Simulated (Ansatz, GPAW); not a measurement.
## A 6-layer slab of V(110): converging a work function

Wanted: a convergence study on the slab a 6-layer slab of V(110).

Main program and level: GPAW 26.7.0 and Ansatz 0.2.0; Ansatz plane waves; slab in vacuum with a dipole correction, relaxation, in the first sound run; inputs show where later runs differ.

## (1) Set-up

The cell holds 6 atoms: 6 V. Cell: a = 2.615 Å, b = 2.615 Å, c = 28.677 Å, α = 90.0°, β = 90.0°, γ = 70.5°. Vacuum lies along c.

## (2) Relaxing the atoms

Forces are removed first; all later runs use this geometry. The lowest 3 atoms are held at bulk positions and keep their forces.

Contents of input.yaml:

```yaml
crystal:
  lattice:
    - [2.1354624792, -1.51, 0.0]
    - [2.1354624792, 1.51, 0.0]
    - [0.0, 0.0, 28.6773123959]
  atoms:
    - { symbol: V, position: [0.0, 0.0, 0.3138369411] }
    - { symbol: V, position: [0.5, 0.5, 0.3883021646] }
    - { symbol: V, position: [0.0, 0.0, 0.4627673882] }
    - { symbol: V, position: [0.5, 0.5, 0.5372326118] }
    - { symbol: V, position: [0.0, 0.0, 0.6116978354] }
    - { symbol: V, position: [0.5, 0.5, 0.6861630589] }
kpoints:
  mp_grid: { grid: [13, 13, 1] }
hamiltonian:
  xc: pbe
scf:
  occupations: { method: fermi_dirac, width: 0.1 }
efield:
  axis: 3
  dipole_correction: true
  ramp_width: 0.05
relax:
  f_tol: 0.02
  max_steps: 60
  constraints: [{ sites: [0, 1, 2] }]
output:
  write_potential: true
  write_density: true
  volumetric_format: npy
```

Command:

```sh
> ansatz run input.yaml --threads 4 --pin off --max-ram 8192MiB --backend cpu --events-out ev --progress --plain --runs-dir out
```

Numbers of over 12 decimals in the logs are rounded to 6 here.

Log:

```text
Engine: ansatz 0.2.0, x86_64-unknown-linux-gnu
Pseudopotentials: kind: paw
Pseudopotential: V, paw, valence charge 13, recommended cutoff 420 eV (normal), V.paw.azcp
Functional definition: PBE
  parameter kappa = 0.804
  parameter beta = 0.066725
  exchange = pbe_x(kappa = kappa, mu = beta*pi^2/3)
  correlation = pbe_c(beta = beta)
Crystal: 6 atoms, lattice volume = 184.943 Å³
Basis set: ecut = 420 eV, 3557 PW (Γ), exchange–correlation on 36×36×384 points (8 copies of the dense FFT grid, shifted against one another)
Bands: 47, of which v1, the nominal top of the filled ones, is band 39 counted from 1 (38 counted from 0)
Symmetry: 4 space group operations
k-points: 49 of 169
Non-local potential: V, projectors of the file, l = 0: 3, l = 1: 2, l = 2: 3, l = 3: 1
PAW form: soft (Blöchl's): semilocal exchange-correlation on the pseudo side does not see the compensation charge
PAW one-centre angular grid: V, 590 points (default); XC on 64 Gauss nodes
Initial density: superposition of atomic densities (neutral atoms: chi_scale 0, normalization atom), corrected by the library's trained network
Initial wavefunctions: pseudopotential atomic-orbital guess
Functional: x = pbe(κ = 0.804, μ = 0.219515), c = pbe(β = 0.066725)
SCF iter   1: F=—  HF=-17472.654885 eV  |F-HF|=—  |Δ(HF+E_count)|=         —  Δρ=1.68e-2  dr2=6.75e0  ethr=1.77e-3  p=0.000 e·Å  D=4.02e-13 V/Å  ΔV_dip=-0.00 eV  dr2_dipole=8.14e-7  V_vac-E_F(+/−)=4.97/4.97 eV  ⟨swp⟩=8.5  Hψ=10054  notcnv=0
efield: sawtooth ramp at fractional position 0.9750 (placed from the atoms, in the widest stretch of the axis that holds none; the zero of the levels goes with the place), width 0.0500; the density the first Hamiltonian is built on has a dipole p = 0.000 e·Å; the dipole correction subtracts the counter field D = 4.02e-13 V/Å, which shifts the + side's vacuum level by -0.00 eV against the − side's; the planar-averaged density in the ramp window peaks in size at 3.0e-5 e/Å³
preconditioner: auto → LDOS  [metal: Δε(μ)=0.009 eV  Ē_g=2.748 eV  σ=0.100 eV  W_gap=0.02  n_scr=20 (ndim 8)  ℏωp=15.0 eV  f_vac=0.498  D(μ)=10.84/eV (n_scr^D=130)  β→1.0]
SCF iter   2: F=—  HF=-17472.579438 eV  |F-HF|=—  |Δ(HF+E_count)|=   7.54e-2  Δρ=3.06e-3  dr2=4.61e-2  ethr=1.77e-3  p=-0.000 e·Å  D=-3.73e-6 V/Å  ΔV_dip=0.00 eV  dr2_dipole=9.42e-8  V_vac-E_F(+/−)=4.75/4.75 eV  ⟨swp⟩=2.5  Hψ=2918  notcnv=0
SCF iter   3: F=—  HF=-17472.578687 eV  |F-HF|=—  |Δ(HF+E_count)|=   7.51e-4  Δρ=1.75e-3  dr2=1.41e-2  ethr=5.91e-5  p=0.000 e·Å  D=1.22e-6 V/Å  ΔV_dip=-0.00 eV  dr2_dipole=9.56e-6  V_vac-E_F(+/−)=4.79/4.79 eV  ⟨swp⟩=2.9  Hψ=4500  notcnv=0
SCF iter   4: F=—  HF=-17472.576380 eV  |F-HF|=—  |Δ(HF+E_count)|=   2.31e-3  Δρ=2.57e-4  dr2=1.49e-4  ethr=1.80e-5  p=-0.000 e·Å  D=-5.80e-7 V/Å  ΔV_dip=0.00 eV  dr2_dipole=4.08e-6  V_vac-E_F(+/−)=4.77/4.77 eV  ⟨swp⟩=2.0  Hψ=3197  notcnv=0
SCF iter   5: F=—  HF=-17472.576310 eV  |F-HF|=—  |Δ(HF+E_count)|=   6.98e-5  Δρ=9.00e-5  dr2=2.69e-5  ethr=1.92e-7  p=0.000 e·Å  D=2.21e-6 V/Å  ΔV_dip=-0.00 eV  dr2_dipole=2.76e-7  V_vac-E_F(+/−)=4.77/4.77 eV  ⟨swp⟩=3.2  Hψ=4610  notcnv=0
SCF iter   6: F=-17472.576322 eV  HF=-17472.576324 eV  |F-HF|=2.04e-6  |Δ(HF+E_count)|=   1.38e-5  Δρ=5.06e-5  dr2=6.46e-6  ethr=1.28e-8  p=0.000 e·Å  D=3.26e-6 V/Å  ΔV_dip=-0.00 eV  dr2_dipole=1.46e-7  V_vac-E_F(+/−)=4.77/4.77 eV  ⟨swp⟩=13.3  Hψ=22646  notcnv=0
SCF 1 converged in 6 iterations: F = -17472.576322 eV  dr2 = 6.46e-6
  greatest PAW one-centre occupation: 1.000 electrons in one spin orbital (limit 2), on the V atom at site 3 (counted from 0), in its partial waves of l = 0
relax step   1: F+E_penalty+E_count = -17472.57632183 eV  Δ(F+E_penalty+E_count) = +0.000e0 eV  max|allowed force component| = 5.480e-1 eV/Å  Δτ_max = 0.0000 Å  (6 SCF iters, dr2 threshold 1.00e-5 eV, accepted)
Initial density: handed on by an earlier stage of this run
Initial wavefunctions: those handed on with the density
SCF iter   1: F=—  HF=-17472.749006 eV  |F-HF|=—  |Δ(HF+E_count)|=         —  Δρ=1.94e-2  dr2=6.24e0  ethr=3.10e-3  p=0.000 e·Å  D=2.89e-6 V/Å  ΔV_dip=-0.00 eV  dr2_dipole=4.92e-1  V_vac-E_F(+/−)=4.79/4.79 eV  ⟨swp⟩=4.2  Hψ=5598  notcnv=0
efield: sawtooth ramp at fractional position 0.9750 (handed on by an earlier solve), width 0.0500; the density the first Hamiltonian is built on has a dipole p = 0.000 e·Å; the dipole correction subtracts the counter field D = 2.89e-6 V/Å, which shifts the + side's vacuum level by -0.00 eV against the − side's; the planar-averaged density in the ramp window peaks in size at 5.1e-6 e/Å³
preconditioner: auto → LDOS  [metal: Δε(μ)=0.005 eV  Ē_g=2.796 eV  σ=0.100 eV  W_gap=0.01  n_scr=20 (ndim 8)  ℏωp=15.0 eV  f_vac=0.504  D(μ)=10.62/eV (n_scr^D=130)  β→1.0]
SCF iter   2: F=—  HF=-17472.650570 eV  |F-HF|=—  |Δ(HF+E_count)|=   9.84e-2  Δρ=6.68e-3  dr2=6.00e-1  ethr=3.10e-3  p=0.011 e·Å  D=1.04e-2 V/Å  ΔV_dip=-0.30 eV  dr2_dipole=1.15e-1  V_vac-E_F(+/−)=4.47/4.77 eV  ⟨swp⟩=2.2  Hψ=3133  notcnv=0
SCF iter   3: F=—  HF=-17472.636164 eV  |F-HF|=—  |Δ(HF+E_count)|=   1.44e-2  Δρ=3.14e-3  dr2=7.04e-2  ethr=7.69e-4  p=0.001 e·Å  D=1.19e-3 V/Å  ΔV_dip=-0.03 eV  dr2_dipole=1.79e-3  V_vac-E_F(+/−)=4.74/4.77 eV  ⟨swp⟩=2.9  Hψ=3572  notcnv=0
SCF iter   4: F=—  HF=-17472.625262 eV  |F-HF|=—  |Δ(HF+E_count)|=   1.09e-2  Δρ=8.71e-4  dr2=3.48e-3  ethr=9.02e-5  p=0.002 e·Å  D=2.44e-3 V/Å  ΔV_dip=-0.07 eV  dr2_dipole=5.21e-5  V_vac-E_F(+/−)=4.70/4.77 eV  ⟨swp⟩=2.7  Hψ=4218  notcnv=0
SCF iter   5: F=—  HF=-17472.625011 eV  |F-HF|=—  |Δ(HF+E_count)|=   2.51e-4  Δρ=2.40e-4  dr2=3.28e-4  ethr=4.46e-6  p=0.002 e·Å  D=2.42e-3 V/Å  ΔV_dip=-0.07 eV  dr2_dipole=3.16e-6  V_vac-E_F(+/−)=4.70/4.77 eV  ⟨swp⟩=2.1  Hψ=2957  notcnv=0
SCF iter   6: F=—  HF=-17472.625046 eV  |F-HF|=—  |Δ(HF+E_count)|=   3.48e-5  Δρ=7.65e-5  dr2=2.60e-5  ethr=4.20e-7  p=0.002 e·Å  D=1.99e-3 V/Å  ΔV_dip=-0.06 eV  dr2_dipole=3.19e-7  V_vac-E_F(+/−)=4.72/4.77 eV  ⟨swp⟩=2.0  Hψ=3044  notcnv=0
SCF iter   7: F=—  HF=-17472.625056 eV  |F-HF|=—  |Δ(HF+E_count)|=   9.69e-6  Δρ=6.48e-5  dr2=2.15e-5  ethr=2.41e-8  p=0.002 e·Å  D=1.66e-3 V/Å  ΔV_dip=-0.05 eV  dr2_dipole=3.80e-6  V_vac-E_F(+/−)=4.73/4.77 eV  ⟨swp⟩=13.2  Hψ=23005  notcnv=0
SCF iter   8: F=-17472.625055 eV  HF=-17472.625055 eV  |F-HF|=3.00e-7  |Δ(HF+E_count)|=   5.50e-7  Δρ=1.32e-5  dr2=1.20e-6  ethr=2.41e-8  p=0.002 e·Å  D=1.51e-3 V/Å  ΔV_dip=-0.04 eV  dr2_dipole=2.26e-7  V_vac-E_F(+/−)=4.73/4.77 eV  ⟨swp⟩=12.3  Hψ=20452  notcnv=0
SCF 2 converged in 8 iterations: F = -17472.625055 eV  dr2 = 1.20e-6
[...]
preconditioner: auto → LDOS  [metal: Δε(μ)=0.008 eV  Ē_g=2.800 eV  σ=0.100 eV  W_gap=0.02  n_scr=20 (ndim 8)  ℏωp=15.0 eV  f_vac=0.506  D(μ)=10.62/eV (n_scr^D=130)  β→1.0]
SCF iter   2: F=—  HF=-17472.648158 eV  |F-HF|=—  |Δ(HF+E_count)|=   1.45e-2  Δρ=4.29e-3  dr2=1.94e-1  ethr=1.41e-3  p=0.008 e·Å  D=7.61e-3 V/Å  ΔV_dip=-0.22 eV  dr2_dipole=1.72e-2  V_vac-E_F(+/−)=4.55/4.77 eV  ⟨swp⟩=2.5  Hψ=3147  notcnv=0
SCF iter   3: F=—  HF=-17472.634109 eV  |F-HF|=—  |Δ(HF+E_count)|=   1.40e-2  Δρ=1.17e-3  dr2=1.08e-2  ethr=2.48e-4  p=0.004 e·Å  D=3.72e-3 V/Å  ΔV_dip=-0.11 eV  dr2_dipole=4.45e-4  V_vac-E_F(+/−)=4.67/4.78 eV  ⟨swp⟩=2.0  Hψ=3437  notcnv=0
SCF iter   4: F=—  HF=-17472.632935 eV  |F-HF|=—  |Δ(HF+E_count)|=   1.17e-3  Δρ=3.69e-4  dr2=8.39e-4  ethr=1.39e-5  p=0.004 e·Å  D=3.70e-3 V/Å  ΔV_dip=-0.11 eV  dr2_dipole=2.07e-7  V_vac-E_F(+/−)=4.67/4.77 eV  ⟨swp⟩=3.2  Hψ=4185  notcnv=0
SCF iter   5: F=—  HF=-17472.632839 eV  |F-HF|=—  |Δ(HF+E_count)|=   9.61e-5  Δρ=1.34e-4  dr2=1.46e-4  ethr=1.08e-6  p=0.004 e·Å  D=3.53e-3 V/Å  ΔV_dip=-0.10 eV  dr2_dipole=1.67e-6  V_vac-E_F(+/−)=4.67/4.77 eV  ⟨swp⟩=2.3  Hψ=3163  notcnv=0
SCF iter   6: F=—  HF=-17472.632860 eV  |F-HF|=—  |Δ(HF+E_count)|=   2.13e-5  Δρ=4.52e-5  dr2=6.58e-6  ethr=1.87e-7  p=0.003 e·Å  D=3.26e-3 V/Å  ΔV_dip=-0.09 eV  dr2_dipole=1.60e-7  V_vac-E_F(+/−)=4.68/4.77 eV  ⟨swp⟩=2.1  Hψ=2872  notcnv=0
SCF iter   7: F=-17472.632864 eV  HF=-17472.632865 eV  |F-HF|=7.82e-7  |Δ(HF+E_count)|=   4.51e-6  Δρ=2.23e-5  dr2=1.78e-6  ethr=3.87e-9  p=0.003 e·Å  D=3.12e-3 V/Å  ΔV_dip=-0.09 eV  dr2_dipole=9.56e-8  V_vac-E_F(+/−)=4.68/4.77 eV  ⟨swp⟩=12.4  Hψ=21737  notcnv=0
SCF 3 converged in 7 iterations: F = -17472.632864 eV  dr2 = 1.78e-6
  Residual-converged pass: ⟨swp⟩=1.1  Hψ=2502  notcnv=0  max |occ|·‖R‖ = 7.1e-9 eV (tolerance 1.0e-8 eV)  dr2=1.78e-6  dr2_onsite=1.03e-7  max |Δocc| = 2.0e-11
relax step   3: F+E_penalty+E_count = -17472.63286415 eV  Δ(F+E_penalty+E_count) = -7.809e-3 eV  max|allowed force component| = 2.988e-2 eV/Å  Δτ_max = 0.0816 Å  (7 SCF iters, dr2 threshold 3.02e-6 eV, accepted)
SCF iter   1: F=—  HF=-17472.633410 eV  |F-HF|=—  |Δ(HF+E_count)|=         —  Δρ=1.09e-3  dr2=1.78e-2  ethr=7.67e-5  p=0.003 e·Å  D=3.12e-3 V/Å  ΔV_dip=-0.09 eV  dr2_dipole=2.13e-3  V_vac-E_F(+/−)=4.68/4.77 eV  ⟨swp⟩=1.7  Hψ=3234  notcnv=0
efield: sawtooth ramp at fractional position 0.9750 (handed on by an earlier solve), width 0.0500; the density the first Hamiltonian is built on has a dipole p = 0.003 e·Å; the dipole correction subtracts the counter field D = 3.12e-3 V/Å, which shifts the + side's vacuum level by -0.09 eV against the − side's; the planar-averaged density in the ramp window peaks in size at 2.8e-6 e/Å³
preconditioner: auto → LDOS  [metal: Δε(μ)=0.004 eV  Ē_g=2.785 eV  σ=0.100 eV  W_gap=0.01  n_scr=20 (ndim 8)  ℏωp=15.0 eV  f_vac=0.506  D(μ)=10.72/eV (n_scr^D=130)  β→1.0]
SCF iter   2: F=—  HF=-17472.633053 eV  |F-HF|=—  |Δ(HF+E_count)|=   3.57e-4  Δρ=2.54e-4  dr2=4.37e-4  ethr=2.28e-5  p=0.003 e·Å  D=2.66e-3 V/Å  ΔV_dip=-0.08 eV  dr2_dipole=4.49e-5  V_vac-E_F(+/−)=4.70/4.77 eV  ⟨swp⟩=1.1  Hψ=2701  notcnv=0
SCF iter   3: F=—  HF=-17472.633075 eV  |F-HF|=—  |Δ(HF+E_count)|=   2.15e-5  Δρ=1.72e-4  dr2=2.31e-4  ethr=5.60e-7  p=0.003 e·Å  D=3.06e-3 V/Å  ΔV_dip=-0.09 eV  dr2_dipole=5.99e-6  V_vac-E_F(+/−)=4.69/4.77 eV  ⟨swp⟩=3.0  Hψ=4361  notcnv=0
SCF iter   4: F=—  HF=-17472.633051 eV  |F-HF|=—  |Δ(HF+E_count)|=   2.42e-5  Δρ=4.52e-5  dr2=6.73e-6  ethr=2.96e-7  p=0.003 e·Å  D=2.90e-3 V/Å  ΔV_dip=-0.08 eV  dr2_dipole=4.04e-7  V_vac-E_F(+/−)=4.69/4.77 eV  ⟨swp⟩=2.0  Hψ=3224  notcnv=0
SCF iter   5: F=—  HF=-17472.633006 eV  |F-HF|=—  |Δ(HF+E_count)|=   4.42e-5  Δρ=1.29e-5  dr2=4.41e-7  ethr=8.63e-9  p=0.003 e·Å  D=2.92e-3 V/Å  ΔV_dip=-0.08 eV  dr2_dipole=1.23e-8  V_vac-E_F(+/−)=4.69/4.77 eV  ⟨swp⟩=2.7  Hψ=3600  notcnv=0
SCF iter   6: F=-17472.633007 eV  HF=-17472.633007 eV  |F-HF|=8.84e-8  |Δ(HF+E_count)|=   5.64e-7  Δρ=3.02e-6  dr2=2.05e-8  ethr=1.28e-10  p=0.003 e·Å  D=2.93e-3 V/Å  ΔV_dip=-0.08 eV  dr2_dipole=2.71e-9  V_vac-E_F(+/−)=4.69/4.77 eV  ⟨swp⟩=11.0  Hψ=17094  notcnv=0
SCF 4 converged in 6 iterations: F = -17472.633007 eV  dr2 = 2.05e-8
relax step   4: F+E_penalty+E_count = -17472.63300694 eV  Δ(F+E_penalty+E_count) = -1.428e-4 eV  max|allowed force component| = 1.947e-3 eV/Å  Δτ_max = 0.0050 Å  (6 SCF iters, accepted)
NSCF: frozen V_eff on 49 k-points
the band table was solved once a step of the walk had ended and its energy, with any forces and stress, was formed, with the checks that follow a solve (12258 applications of the Hamiltonian). They found nothing against the state; the energy, forces and stress were not computed again (output.eigenvalues in the input reference)
WARN: The output density's exchange-correlation potential varies sharply where the density is thin. Do not read a vacuum level from v_tot or v_xc, or from such a field of the output density. On a cell that repeats whose density bears no net charge and no dipole along the vacuum's axis use v_es (v_loc + v_h of the components); under efield.dipole_correction with no amplitude use v_es + v_field, which holds any externa [...]
SCF converged after 6 iterations
Free energy (F): -17472.633007 eV
Harris-Foulkes:  -17472.633007 eV  (|F-HF|=8.84e-8)
Internal energy: -17472.284833 eV  (E = F + TS)
E sigma→0 (E₀):  -17472.458920 eV
Entropy (-TS):   -0.348174 eV (-58.029 meV/atom)
Fermi energy:    4.730660 eV
Dipole field:    D = 0.003002 V/Å  (p = 0.003068 e·Å, saw-weighted, corrected)
Work function:   Φ+ = 4.6892 eV   Φ− = 4.7753 eV
Levels:          The Fermi level and band energies are counted from a zero that moves with the ramp; work functions are not
--- Per-component energies (eV) ---
  E_band       = -1791.354520
  E_kinetic    = 2013.168119
  E_local      = -136290.031179  (includes V_loc(G=0)·N_el)
  E_nonlocal   = -270.423667
  E_hartree    = 67465.969828
  E_xc         = -779.495708
  E_vxc        = -987.894505  (∫ρ·V_xc dr)
  E_paw        = -6677.324866  (= ΣΔE_a)
  E_vpaw       = -1188.112043  (= ΣTr[D̂ρ^β])
  E_aug_tail   = 0.001585  (compensation charges beyond the density's cutoff)
  E_efield     = 0.000005  (sawtooth field / dipole correction)
  E_vefield    = 0.015177  (∫n·V_field dr)
  E_ewald      = 57065.851050
  E_smearing   = -0.348174  (= −TS)
  E_closure    = -0.000000  (closes the sum)
  Σ components = -17472.633007   (vs F -17472.633007, Δ=0.00e0)
--- Forces (eV/Å), atoms counted from 1 ---
  atom   1  V      0.00000000     0.00000000     0.55082363
  atom   2  V      0.00000000     0.00000000    -0.37631905
  atom   3  V      0.00000000     0.00000000    -0.17378359
  atom   4  V      0.00000000     0.00000000    -0.00168596
  atom   5  V      0.00000000     0.00000000    -0.00101833
  atom   6  V      0.00000000     0.00000000     0.00194717
  max |Σ_I F_I| component: 3.61e-5 eV/Å
--- Band table (eV; the first three rows and the last of 49) ---
  k-point 0: bands = [... 35 lower, 4.4609, 4.8021, 4.9077, 5.0281, 5.0837, 5.0974, 5.1143, 5.5067, ... 4 higher]
  k-point 1: bands = [... 35 lower, 4.4711, 4.7692, 4.8168, 4.8655, 5.0169, 5.1536, 5.1887, 5.2985, ... 4 higher]
  k-point 2: bands = [... 35 lower, 4.4589, 4.4972, 4.5874, 4.7872, 4.7962, 4.8413, 5.1615, 5.4298, ... 4 higher]
  k-point 48: bands = [... 35 lower, 4.0336, 4.7400, 4.7833, 5.7011, 6.1622, 6.3730, 6.4692, 6.6251, ... 4 higher]
--- Relaxed structure (4 steps of the walk, 4 accepted, 0 SCFs on fresh bases) ---
  F+E_penalty+E_count = -17472.63300694 eV   max|allowed force component| = 1.947e-3 eV/Å
  atoms:
    - { symbol: V, position: [0.0, 0.0, 0.3138369411] }
    - { symbol: V, position: [0.5, 0.5, 0.3883021646] }
    - { symbol: V, position: [0.0, 0.0, 0.462767] }
    - { symbol: V, position: [0.5, 0.5, 0.535105] }
    - { symbol: V, position: [0.0, 0.0, 0.608812] }
    - { symbol: V, position: [0.5, 0.5, 0.677623] }
```

Run time: 29 s. Hardware: 4 threads of Intel Xeon Platinum 8488C (Sapphire Rapids), shared host; peak memory 0.74 GiB.

This run has no spin polarisation, although V can carry a moment.

The steps of the relaxation:

| step | energy less that of the first step (eV) | largest force component (eV/Å) |
| --- | --- | --- |
| 1 | 0.0000 | 0.5480 |
| 2 | -0.0487 | 0.2198 |
| 3 | -0.0565 | 0.0299 |
| 4 | -0.0567 | 0.0019 |

Forces are held to the 4 operations that the run works with; a distortion that breaks them can't arise in this run.

The atoms that moved most (Å):

| atom | dx | dy | dz | length |
| --- | --- | --- | --- | --- |
| V6 | 0.000 | 0.000 | -0.245 | 0.245 |
| V5 | 0.000 | 0.000 | -0.083 | 0.083 |
| V4 | 0.000 | 0.000 | -0.061 | 0.061 |

The relaxed structure:

```
V
1.0
     2.13546   -1.51000    0.00000
     2.13546    1.51000    0.00000
     0.00000    0.00000   28.67731
V
6
Direct
  0.00000 0.00000 0.31384
  0.50000 0.50000 0.38830
  0.00000 0.00000 0.46277
  0.50000 0.50000 0.53511
  0.00000 0.00000 0.60881
  0.50000 0.50000 0.67762
```

This step gave:

```yaml
free_energy: -17472.6330 eV
smearing_term_ts: 0.3482 eV
symmetry_operations: 4
upper_work_function: 4.689 eV
lower_work_function: 4.775 eV
dipole_along_the_normal: 0.003068 e·Å
dipole_field: 0.003002 V/Å
vacuum_level_above: 9.420 eV
vacuum_level_below: 9.506 eV
```

The electrostatic potential energy of an electron (with the applied field's), less the Fermi level, planar mean oscillates, so the rows of the table below give means over windows of 2.09 Å about each position, cut where the curve ends. Its maxima inside the range that stand out by 2 % of the span (Å: eV): 10.0: -1.13, 12.2: -1.09, 14.3: -1.59, 16.4: -1.27, 18.4: -2.83. Its minima: 9.0: -13.0, 11.2: -12.7, 13.3: -12.7, 15.4: -12.7, 17.5: -12.8, 19.4: -13.0.

Table of electrostatic potential energy of an electron (with the applied field's), less the Fermi level, planar mean by z; means over each step:

| z (Å) | electrostatic potential energy of an electron (with the applied field's), less the Fermi level, planar mean (eV) |
| --- | --- |
| 1.04 | 4.77 |
| 3.13 | 4.77 |
| 5.22 | 4.75 |
| 7.31 | 2.23 |
| 9.40 | -7.93 |
| 11.49 | -7.80 |
| 13.58 | -7.99 |
| 15.67 | -7.88 |
| 17.77 | -8.43 |
| 19.85 | -7.04 |
| 21.95 | 4.29 |
| 24.03 | 4.69 |
| 26.12 | 4.69 |
| 28.21 | 4.70 |

The valence density, planar mean oscillates, so the rows of the table below give means over windows of 2.09 Å about each position, cut where the curve ends. Its maxima inside the range that stand out by 2 % of the span (Å: e/Å³): 9.0: 2.06, 11.2: 2.03, 13.3: 2.06, 15.4: 2.05, 17.5: 2.06, 19.4: 2.07. Its minima: 10.0: 0.271, 12.2: 0.267, 14.3: 0.284, 16.4: 0.271, 18.4: 0.327.

The valence density, planar mean by z; means over each step:

z (Å), valence density, planar mean (e/Å³) and a bar:
```
     3.13       0.00 
     5.22       0.00 
     7.31       0.07 ##
     9.40       0.95 #############################
    11.49       0.95 #############################
    13.58       0.97 #############################
    15.67       0.96 #############################
    17.77       0.99 ##############################
    19.85       0.88 ###########################
    21.95       0.01 
    24.03       0.00
```

The relaxation lowered the energy of the cell by 0.0567 eV.

[end of part 1 of 3]

[Logs are printed without paths, hosts, clocks, repeated set-up lines and the standing remarks that a program may print on its own settings, such as how far it seeks lower states.]

[Hosts, paths, dates, database ids (printed as entryN), source tags and the programs' standing remarks are cut or masked in the printed files.]
